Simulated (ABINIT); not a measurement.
# SrTiO3 (Tausonite): Bethe-Salpeter spectra with ABINIT

Wanted: excitons and ε₂ of SrTiO3 (Tausonite), with cost.

Calculated with ABINIT 10.8.3; PBE and many-body steps on it, plane waves.

## (1) Set-up

Symmetry: Pm-3m, No. 221, cubic system. The conventional cell has a = 3.905 Å, b = 3.905 Å, c = 3.905 Å, α = 90.00°, β = 90.00°, γ = 90.00°. Nearest to Sr lie 12 O at 2.76 Å. Nearest to Ti lie 6 O at 1.95 Å. Nearest to O lie 2 Ti at 1.95 Å and 4 Sr at 2.76 Å. Farther neighbours and most contacts between anions are not listed.

The cell and positions come from the Crystallography Open Database and are kept as given unless a step says otherwise.

## (2) Empty states on the mesh, 4×4×4 mesh, 143 bands

This step: ABINIT 10.8.3; DFT, PBE, plane waves, norm-conserving pseudopotentials.

The sums over transitions need many empty states on a uniform mesh; this step solves for them.

The input, run.abi:

```
acell 3*1.0 Angstrom
rprim 
  3.905280000000 0.000000000000 0.000000000000
  0.000000000000 3.905280000000 0.000000000000
  0.000000000000 0.000000000000 3.905280000000
ntypat 3
znucl 38 22 8
natom 5
typat 1 2 3 3 3
xred 
  0.500000000000 0.500000000000 0.500000000000
  0.000000000000 0.000000000000 0.000000000000
  0.500000000000 0.000000000000 0.000000000000
  0.000000000000 0.500000000000 0.000000000000
  0.000000000000 0.000000000000 0.500000000000
pp_dirpath "pseudos"
pseudos "Sr.upf, Ti.upf, O.upf"
ecut 38
ngkpt 4 4 4
nshiftk 1
shiftk 0 0 0
kptopt 1
chksymbreak 0
irdden 1
istwfk *1
nband 143
prtvol 0
optdriver 6
gwr_task "HDIAGO"
paral_kgb 0
occopt 1
indata_prefix "in"
outdata_prefix "out"
tmpdata_prefix "tmp"
```

The run is started by

```sh
OMP_NUM_THREADS=1 mpirun -n 8 abinit run.abi > log
```

What it wrote:

```text
.Version 10.8.3 of ABINIT. v10.8.2 released Aug 2026.

 Symmetries : space group Pm -3 m (#221); Bravais cP (primitive cubic)
[... echo of the input left out ...]
== DATASET  1 ==================================================================
-   mpi_nproc: 8, omp_nthreads: 1 (-1 if OMP is not activated)

--- !DatasetInfo
iteration_state: {dtset: 1, }
dimensions: {natom: 5, nkpt: 10, mband: 143, nsppol: 1, nspinor: 1, nspden: 1, mpw: 4632, }
cutoff_energies: {ecut:  38.0, pawecutdg:  -1.0, }
[...]
Indirect band gap semiconductor
 Fundamental gap:     1.908 (eV)
   VBM:     6.925 (eV) at k: [ 5.0000E-01,  5.0000E-01,  5.0000E-01]
   CBM:     8.833 (eV) at k: [ 0.0000E+00,  0.0000E+00,  0.0000E+00]
 Direct gap:         2.263 (eV) at k: [ 0.0000E+00,  0.0000E+00,  0.0000E+00]

== END DATASET(S) ==============================================================
================================================================================

 -outvars: echo values of variables after computation  --------
           etotal      0.0000000000E+00
            nband         143
             nkpt          10
          spgroup         221
 [... the other variables as echoed above ...]

 Calculation completed.
```

The job ended after 5.2 min (8 MPI ranks of Arm Neoverse N1, shared host; peak memory 9.1 GiB).

This step gave:

```
gap                                                           : 1.908 eV
k of the valence top                                          : 0.5, 0.5, 0.5
k of the conduction bottom                                    : 0, 0, 0
least direct gap                                              : 2.263 eV
k points computed                                             : 10
lowest point of the top converged band, above the valence top : 77.5025 eV
```

On this mesh the gap is 1.908 eV.

The density comes from a self-consistent run that is not shown.

## (3) Screening, 4×4×4 mesh, 135 bands, screening to 149.7 eV

The RPA dielectric matrix is built and inverted for each q.

This step: RPA screening on PBE, plane waves, norm-conserving pseudopotentials.

Edit run.abi of step 2 so:

```diff
@@ -23,10 +23,11 @@
 chksymbreak 0
-irdden 1
 istwfk *1
-nband 143
-prtvol 0
-optdriver 6
-gwr_task "HDIAGO"
-paral_kgb 0
 occopt 1
+irdwfk 1
+optdriver 3
+nband 135
+ecuteps 5.5
+inclvkb 2
+awtr 1
+symchi 1
 indata_prefix "in"
```

What it wrote:

```text
.Version 10.8.3 of ABINIT. v10.8.2 released Aug 2026.

 Symmetries : space group Pm -3 m (#221); Bravais cP (primitive cubic)
[... echo of the input left out ...]
== DATASET  1 ==================================================================
-   mpi_nproc: 8, omp_nthreads: 1 (-1 if OMP is not activated)

--- !DatasetInfo
iteration_state: {dtset: 1, }
dimensions: {natom: 5, nkpt: 10, mband: 135, nsppol: 1, nspinor: 1, nspden: 1, mpw: 4632, }
cutoff_energies: {ecut:  38.0, pawecutdg:  -1.0, }
[...]
--------------------------------------------------------------------------------
[... chi0 elements left out ...]
 For q-point:  0.000010 0.000020 0.000030
  dielectric constant =   6.4019
  dielectric constant without local fields =   6.7713

  Average fulfillment of the sum rule on Im[epsilon] for q-point    1 :     66.37  [%]
[... wings left out ...]
  q-point number  2        q = ( 0.250000, 0.000000, 0.000000) [r.l.u.]
--------------------------------------------------------------------------------
[... chi0 elements left out ...]
  Average fulfillment of the sum rule on Im[epsilon] for q-point    2 :     76.89  [%]

 [... 8 further q-points ...]
```

The job ended after 2.1 min (8 MPI ranks; peak memory 1.9 GiB; 16 min of CPU time).

Numbers from this step:

```
ε∞ with local fields, on this mesh, along the program's q direction : 6.402
the same without local fields                                       : 6.771
plasma frequency                                                    : 30.43 eV
plane waves in the screening matrix                                 : 251
```

Local fields lower ε∞ by 5 %. On a Γ-centred mesh this coarse the value itself is usually too large, while a short band sum pulls it down.

## (4) Self-energy, 4×4×4 mesh, 135 bands, screening to 149.7 eV

The self-energy is evaluated for the states that the input lists, and the levels follow from it, in one-shot runs by the linearised quasiparticle equation.

This step: G0W0 on PBE, plane waves, norm-conserving pseudopotentials.

Edit run.abi of step 3 so:

```diff
@@ -26,8 +26,17 @@
 irdwfk 1
-optdriver 3
+optdriver 4
 nband 135
+gwcalctyp 0
+ecutsigx 38
+symsigma 1
+nkptgw 2
+kptgw 
+  0.5000000000 0.5000000000 0.5000000000
+  0.0000000000 0.0000000000 0.0000000000
+bdgw 
+  18 23
+  18 23
 ecuteps 5.5
-inclvkb 2
-awtr 1
-symchi 1
+irdscr 1
+ppmodel 1
 indata_prefix "in"
```

What it wrote:

```text
.Version 10.8.3 of ABINIT. v10.8.2 released Aug 2026.

 Symmetries : space group Pm -3 m (#221); Bravais cP (primitive cubic)
[... echo of the input left out ...]
== DATASET  1 ==================================================================
-   mpi_nproc: 8, omp_nthreads: 1 (-1 if OMP is not activated)

--- !DatasetInfo
iteration_state: {dtset: 1, }
dimensions: {natom: 5, nkpt: 10, mband: 135, nsppol: 1, nspinor: 1, nspden: 1, mpw: 4632, }
cutoff_energies: {ecut:  38.0, pawecutdg:  -1.0, }
[...]
Band     E0 <VxcDFT>   SigX SigC(E0)      Z dSigC/dE  Sig(E)    E-E0       E
[...]
22   8.833 -18.883 -11.450  -5.484   0.781  -0.280 -17.360   1.523  10.356
       23   8.833 -18.883 -11.450  -5.484   0.781  -0.280 -17.360   1.523  10.356

== END DATASET(S) ==============================================================
================================================================================

 -outvars: echo values of variables after computation  --------
           etotal      0.0000000000E+00
            nband         135
             nkpt          10
          spgroup         221
 [... the other variables as echoed above ...]

 Calculation completed.
```

It took 19 s on 8 MPI ranks; peak memory 1.8 GiB; 2.5 min of CPU time.

Numbers from this step:

- G0W0 gap on the points computed: 3.481 eV
- starting gap on the mesh: 1.908 eV
- k of the valence top: 0.5, 0.5, 0.5
- k of the conduction bottom: 0, 0, 0
- least direct G0W0 gap on the computed points: 3.848 eV

The gap on the mesh goes from 1.91 eV to 3.48 eV, a correction of +1.57 eV.

The gap opens by 1.573 eV; the next steps shift the empty bands rigidly by 1.573 eV.

## (5) Excitons

Light makes an electron and a hole together. The Bethe-Salpeter equation adds their screened attraction and their exchange, in a window of bands around the gap.

This step: Bethe-Salpeter equation on PBE with a scissors shift, plane waves, norm-conserving pseudopotentials.

Edit run.abi of step 4 so:

```diff
@@ -26,17 +26,17 @@
 irdwfk 1
-optdriver 4
-nband 135
-gwcalctyp 0
-ecutsigx 38
-symsigma 1
-nkptgw 2
-kptgw 
-  0.5000000000 0.5000000000 0.5000000000
-  0.0000000000 0.0000000000 0.0000000000
-bdgw 
-  18 23
-  18 23
-ecuteps 5.5
+optdriver 99
+bs_calctype 1
+mbpt_sciss 1.573 eV
+bs_loband 15
+nband 26
+bs_exchange_term 1
+bs_coulomb_term 11
+bs_coupling 0
+bs_algorithm 1
+bs_freq_mesh 0 10 0.1 eV
+zcut 0.15 eV
+ecuteps 4
+ecutwfn 19
+inclvkb 2
 irdscr 1
-ppmodel 1
 indata_prefix "in"
```

What it wrote:

```text
.Version 10.8.3 of ABINIT. v10.8.2 released Aug 2026.

 Symmetries : space group Pm -3 m (#221); Bravais cP (primitive cubic)
[... echo of the input left out ...]
== DATASET  1 ==================================================================
-   mpi_nproc: 8, omp_nthreads: 1 (-1 if OMP is not activated)

--- !DatasetInfo
iteration_state: {dtset: 1, }
dimensions: {natom: 5, nkpt: 10, mband: 26, nsppol: 1, nspinor: 1, nspden: 1, mpw: 1622, }
cutoff_energies: {ecut:  19.0, pawecutdg:  -1.0, }
electrons: {nelect:   4.00000000E+01, charge:   0.00000000E+00, occopt:   1.00000000E+00, tsmear:   1.00000000E-02, }

 Exciton: Calculation of dielectric properties by solving the Bethe-Salpeter equation
 in frequency domain and reciprocal space on a transitions basis set.
 Based on a program developed by L. Reining, V. Olevano, F. Sottile,
 S. Albrecht, and G. Onida. Incorporated in ABINIT by M. Giantomassi.

.Using double precision arithmetic ; gwpc =  8

[... cell and pseudopotentials left out ...]
--------------------------------------------------------------------------------

 ==== K-mesh for the wavefunctions ====
 Number of points in the irreducible wedge :    10
[... list of points left out ...]
 Together with 48 symmetry operations and time-reversal symmetry
 yields    64 points in the full Brillouin Zone.

 ==== Q-mesh for the screening function ====
 Number of points in the irreducible wedge :    10
[... list of points left out ...]
 Together with 48 symmetry operations and time-reversal symmetry
 yields    64 points in the full Brillouin Zone.

 vcoul_init : cutoff-mode = AUXILIARY_FUNCTION
 q-points for optical limit:   1
     1)      0.000010    0.000020    0.000030
 setmesh: FFT mesh size selected  =    24x   24x   24
          total number of points  =        13824

 ==== Fundamental parameters for the solution of the Bethe-Salpeter equation: ====
 Algorithm: Direct diagonalization.
 Dimension of the v, W matrices,  npweps  = 171
 Cutoff for the wavefunctions,    npwwfn  = 1575
 Number of k-points in the IBZ,   nkibz   = 10
 Highest empty band included,     nband   = 26
 === Spin UP ===
 Number of resonant transitions          2304
 Lowest occupied state                   15
 Highest occupied state                  20
 Lowest unoccupied state                 21
 Highest unoccupied state                26
 Minimum frequency [eV]           Emin    =   0.00
 Maximum frequency [eV]           Emax    =  10.00
 Frequency step [eV]              dE      =   0.10
 Lorentzian broadening [eV]       eta     =   0.15
 RPA L0 with KS energies and KS wavefunctions
 Scissors operator energy [eV] =          1.57
 Local fields effects (v term) included
 Excitonic effects (W term) included
 Full W_GG' included
 W is read from an external SCR file
 Resonant-only calculation (Hermitian case)

 Calculating epsilon_Macro(q-->0,w), along the following directions:
 q = (  1.174549  0.000000  0.000000) [r.l.u.]
 q = (  0.000000  1.174549  0.000000) [r.l.u.]
 q = (  0.000000  0.000000  1.174549) [r.l.u.]
 q = (  1.174549  0.000000  0.000000) [r.l.u.]
 q = (  0.000000  1.174549  0.000000) [r.l.u.]
 q = (  0.000000  0.000000  1.174549) [r.l.u.]
 Number of electrons calculated from density =   39.9718; Expected =   40.0000
 average of density, n =  0.099449
 r_s =    1.3390
 omega_plasma =   30.4198 [eV]

. Writing resonant excitonic Hamiltonian on file out_BSR; file size=   0.04 [Gb].
 Direct diagonalization of the resonant excitonic Hamiltonian, Matrix size= 2304
. Using LAPACK sequential version.
 Excitonic eigenvalues in eV up to n=   32
   3.37987   3.37993   3.37996   3.38774   3.38777   3.38782   3.41181   3.41183
   3.41458   3.69564   3.69571   3.69582   3.70290   3.70296   3.70305   3.77715
   3.77716   3.77717   3.77751   3.77751   3.77752   3.99141   3.99143   3.99147
   3.99257   3.99261   3.99263   4.19421   4.19467   4.19550   4.22436   4.22441

 First excitonic eigenvalue=    3.38 [eV]
 Last  excitonic eigenvalue=   13.80 [eV]

 GW  direct gap       3.84  0.00 [eV]
 EXC direct gap       3.38  0.00 [eV]
 EXC binding energy   0.46  0.00 [eV]

 Excitonic eigenvalues up to the GW energy gap [eV]
  1 (  3.38  0.00)
  2 (  3.38  0.00)
  3 (  3.38  0.00)
  4 (  3.39  0.00)
  5 (  3.39  0.00)
  6 (  3.39  0.00)
[...]
19 (  3.78  0.00)
 20 (  3.78  0.00)
 21 (  3.78  0.00)

 Macroscopic dielectric function:
 omega [eV] <KS_RPA_nlf>  <GW_RPA_nlf>  <BSE>
   0.0000   5.0588   0.0000   3.9633   0.0000   4.4999   0.0000
   0.1000   5.0615   0.0083   3.9642   0.0027   4.5014   0.0046
   0.2000   5.0698   0.0168   3.9669   0.0054   4.5059   0.0092
   0.3000   5.0837   0.0254   3.9713   0.0081   4.5136   0.0138
   0.4000   5.1034   0.0344   3.9776   0.0108   4.5243   0.0186
   0.5000   5.1292   0.0438   3.9857   0.0136   4.5383   0.0235
   0.6000   5.1613   0.0539   3.9957   0.0165   4.5555   0.0286
   0.7000   5.2004   0.0648   4.0076   0.0194   4.5762   0.0338
   0.8000   5.2469   0.0767   4.0215   0.0225   4.6005   0.0394
   0.9000   5.3015   0.0899   4.0375   0.0256   4.6285   0.0452

 Writing KS-RPA macroscopic dielectric function without local fields to file: out_RPA_NLF_MDF
 Writing GW-RPA macroscopic dielectric function without local fields to file: out_GW_NLF_MDF
 Writing EXC Macroscopic dielectric function to file: out_EXC_MDF

== END DATASET(S) ==============================================================
================================================================================

 -outvars: echo values of variables after computation  --------
           etotal      0.0000000000E+00
            nband          26
             nkpt          10
          spgroup         221
 [... the other variables as echoed above ...]

 Calculation completed.
```

Elapsed: 4.4 min, on 8 MPI ranks; peak memory 0.88 GiB.

Numbers from this step:

- direct gap of the transition levels: 3.836 eV
- transitions in the window: 2304
- first strong exciton (over a fiftieth of the strongest listed): 3.388 eV
- lowest state: 3.380 eV
- binding of the lowest state below the direct gap: 0.4563 eV
- Coulomb term of one mesh cell: 0.4089 eV

The binding is 1.1 times the screened Coulomb term of one mesh cell (0.41 eV), so it is not shown settled.

The lowest state lies at 3.380 eV, 0.456 eV under the direct gap.

Lines within 3 meV are set at the lowest of them, and the highest group, which the list may cut short, is left out. Lines of the exciton spectrum (strongest = 100):

```
position (eV)  lines merged  oscillator strength, relative
        3.380             3                            0.0
        3.388             3                             80
        3.412             3                            0.0
        3.696             3                            0.0
        3.703             3                            100
```

Mean over the three Cartesian directions of q; broadening 0.15 eV; transition window only. Limits: finite bands, cutoff and mesh; no spin-orbit coupling; coarse k mesh; exciton not shown settled in the k mesh. ε₂ against photon energy; read off at these points:

```
photon energy (eV)     BSE  no electron-hole interaction  Kohn-Sham, no shift
              0.00       0                             0                    0
              0.30  0.0138                       0.00807               0.0254
              0.50  0.0235                        0.0136               0.0438
              0.80  0.0394                        0.0225               0.0766
              1.10  0.0580                        0.0324                0.122
              1.40  0.0815                        0.0439                0.194
              1.60   0.101                        0.0530                0.277
              1.90   0.141                        0.0696                0.567
              2.20   0.204                        0.0917                 1.98
              2.40   0.271                         0.111                 2.95
              2.70   0.459                         0.154                 4.85
              3.00    1.02                         0.226                 3.45
              3.20    2.47                         0.313                 2.32
              3.50    5.32                         0.635                 1.56
              3.70    7.20                          1.41                 2.78
              3.80    5.52                          2.22                 3.78
              4.10    3.79                          4.92                 7.81
              4.30    3.86                          4.71                 8.33
              4.60    2.58                          3.53                 10.5
              4.90    8.41                          1.60                 6.86
              5.10    12.3                          1.64                 6.00
              5.40    6.90                          3.96                 2.47
              5.70    7.98                          7.64                 2.58
              5.80    9.57                          7.27                 2.99
              5.90    7.64                          8.90                 3.64
              6.20    3.56                          9.99                 5.33
              6.50    1.71                          6.90                 5.52
              6.80    2.30                          3.99                 2.02
              7.00    5.22                          2.36                 2.67
              7.10    7.21                          2.12                 2.72
              7.30    3.38                          2.70                 2.00
              7.60    2.89                          5.57                 1.68
              7.80    1.83                          5.21                 2.40
              8.10    1.91                          5.02                 3.08
              8.40    1.48                          2.01                 2.93
              8.60    1.53                          2.77                 1.73
              8.90    2.35                          1.98                0.865
              9.20    2.33                          1.70                0.876
              9.30    2.94                          2.01                 1.00
              9.50    2.36                          2.98                 1.09
              9.70    1.63                          3.19                 1.07
             10.00   0.724                          2.81                0.771
```

[end of part 1 of 4]

[Paths, hosts, dates, memory and timing lines, banners, echoed tables and standing remarks are left out of the program output.]

[Logs are printed without paths, hosts, clocks, repeated set-up lines and the standing remarks that a program may print on its own settings, such as how far it seeks lower states.]

[Runs of the session that timed out or met a known fault of the program may be left out.]

[Hosts, paths, dates, database ids (printed as entryN), source tags and the programs' standing remarks are cut or masked in the printed files.]

[G0W0 gaps are taken among the corrected bands and points alone; a level outside them can change the order at an edge.]

[Where Ansatz stands beside ABINIT at settings called matched, ABINIT's density can come from a denser mesh and the files from another edition; pairs whose starting gaps differed by over 0.03 eV were left out, so agreement reads better than it is.]
